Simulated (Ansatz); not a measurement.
An input for Ansatz 0.2.0 (Y2CN2O2 (P-3m1)):

```yaml
crystal:
  lattice:
    - [7.3979781932, 0.0, 0.0]
    - [-3.6989890966, 6.406837052, 0.0]
    - [0.0, 0.0, 16.33771042]
  atoms:
    - { symbol: "Y", position: [0.166666665, 0.333333335, 0.33875984] }
    - { symbol: "Y", position: [0.333333335, 0.166666665, 0.16124016] }
    - { symbol: C, position: [0.0, 0.0, 0.0] }
    - { symbol: "N", position: [0.0, 0.0, 0.07507497] }
    - { symbol: "N", position: [0.0, 0.0, 0.42492503] }
    - { symbol: O, position: [0.166666665, 0.333333335, 0.198329665] }
    - { symbol: O, position: [0.333333335, 0.166666665, 0.301670335] }
    - { symbol: "Y", position: [0.166666665, 0.333333335, 0.83875984] }
    - { symbol: "Y", position: [0.333333335, 0.166666665, 0.66124016] }
    - { symbol: C, position: [0.0, 0.0, 0.5] }
    - { symbol: "N", position: [0.0, 0.0, 0.57507497] }
    - { symbol: "N", position: [0.0, 0.0, 0.92492503] }
    - { symbol: O, position: [0.166666665, 0.333333335, 0.698329665] }
    - { symbol: O, position: [0.333333335, 0.166666665, 0.801670335] }
    - { symbol: "Y", position: [0.166666665, 0.833333335, 0.33875984] }
    - { symbol: "Y", position: [0.333333335, 0.666666665, 0.16124016] }
    - { symbol: C, position: [0.0, 0.5, 0.0] }
    - { symbol: "N", position: [0.0, 0.5, 0.07507497] }
    - { symbol: "N", position: [0.0, 0.5, 0.42492503] }
    - { symbol: O, position: [0.166666665, 0.833333335, 0.198329665] }
    - { symbol: O, position: [0.333333335, 0.666666665, 0.301670335] }
    - { symbol: "Y", position: [0.166666665, 0.833333335, 0.83875984] }
    - { symbol: "Y", position: [0.333333335, 0.666666665, 0.66124016] }
    - { symbol: C, position: [0.0, 0.5, 0.5] }
    - { symbol: "N", position: [0.0, 0.5, 0.57507497] }
    - { symbol: "N", position: [0.0, 0.5, 0.92492503] }
    - { symbol: O, position: [0.166666665, 0.833333335, 0.698329665] }
    - { symbol: O, position: [0.333333335, 0.666666665, 0.801670335] }
    - { symbol: "Y", position: [0.666666665, 0.333333335, 0.33875984] }
    - { symbol: "Y", position: [0.833333335, 0.166666665, 0.16124016] }
    - { symbol: C, position: [0.5, 0.0, 0.0] }
    - { symbol: "N", position: [0.5, 0.0, 0.07507497] }
    - { symbol: "N", position: [0.5, 0.0, 0.42492503] }
    - { symbol: O, position: [0.666666665, 0.333333335, 0.198329665] }
    - { symbol: O, position: [0.833333335, 0.166666665, 0.301670335] }
    - { symbol: "Y", position: [0.666666665, 0.333333335, 0.83875984] }
    - { symbol: "Y", position: [0.833333335, 0.166666665, 0.66124016] }
    - { symbol: C, position: [0.5, 0.0, 0.5] }
    - { symbol: "N", position: [0.5, 0.0, 0.57507497] }
    - { symbol: "N", position: [0.5, 0.0, 0.92492503] }
    - { symbol: O, position: [0.666666665, 0.333333335, 0.698329665] }
    - { symbol: O, position: [0.833333335, 0.166666665, 0.801670335] }
    - { symbol: "Y", position: [0.666666665, 0.833333335, 0.33875984] }
    - { symbol: "Y", position: [0.833333335, 0.666666665, 0.16124016] }
    - { symbol: C, position: [0.5, 0.5, 0.0] }
    - { symbol: "N", position: [0.5, 0.5, 0.07507497] }
    - { symbol: "N", position: [0.5, 0.5, 0.42492503] }
    - { symbol: O, position: [0.666666665, 0.833333335, 0.198329665] }
    - { symbol: O, position: [0.833333335, 0.666666665, 0.301670335] }
    - { symbol: "Y", position: [0.666666665, 0.833333335, 0.83875984] }
    - { symbol: "Y", position: [0.833333335, 0.666666665, 0.66124016] }
    - { symbol: C, position: [0.5, 0.5, 0.5] }
    - { symbol: "N", position: [0.5, 0.5, 0.57507497] }
    - { symbol: "N", position: [0.5, 0.5, 0.92492503] }
    - { symbol: O, position: [0.666666665, 0.833333335, 0.698329665] }
    - { symbol: O, position: [0.833333335, 0.666666665, 0.801670335] }
kpoints:
  mp_grid: { grid: [3, 3, 1] }
hamiltonian:
  xc: lda
scf:
  occupations: { method: fixed }
gw:
  n_empty_bands: 816
  ecut_chi: 60.0
  qp_bands: [v1, c1]
  qp_kpoints: band_edges
  screening: { model: contour_deformation }
```

```sh
ansatz run input.yaml --threads 16 --pin off --max-ram 36864MiB --backend cpu --events-out ev --progress --plain --runs-dir out
```

Question: Estimate wall time and host memory on 16 threads of Arm Neoverse V2, shared host.

It took 2.5 min; on shared hardware allow 75 s to 5 min. Peak host memory was 11 GiB. The sizes that set the cost: 15175 plane waves a state, 3 irreducible k points, 1008 bands summed, 801 plane waves in the screening and 8 SCF cycles.

The screening grows as filled bands × empty bands × pairs of k points, times the square of the screening basis for the matrix.

[Paths, hosts, dates, memory and timing lines, banners, echoed tables and standing remarks are left out of the program output.]

[Logs are printed without paths, hosts, clocks, repeated set-up lines and the standing remarks that a program may print on its own settings, such as how far it seeks lower states.]

[Runs of the session that timed out or met a known fault of the program may be left out.]

[Cells called generated may have been cut or substituted from an entry of the Crystallography Open Database or the Materials Project.]

[Hosts, paths, dates, database ids (printed as entryN), source tags and the programs' standing remarks are cut or masked in the printed files.]
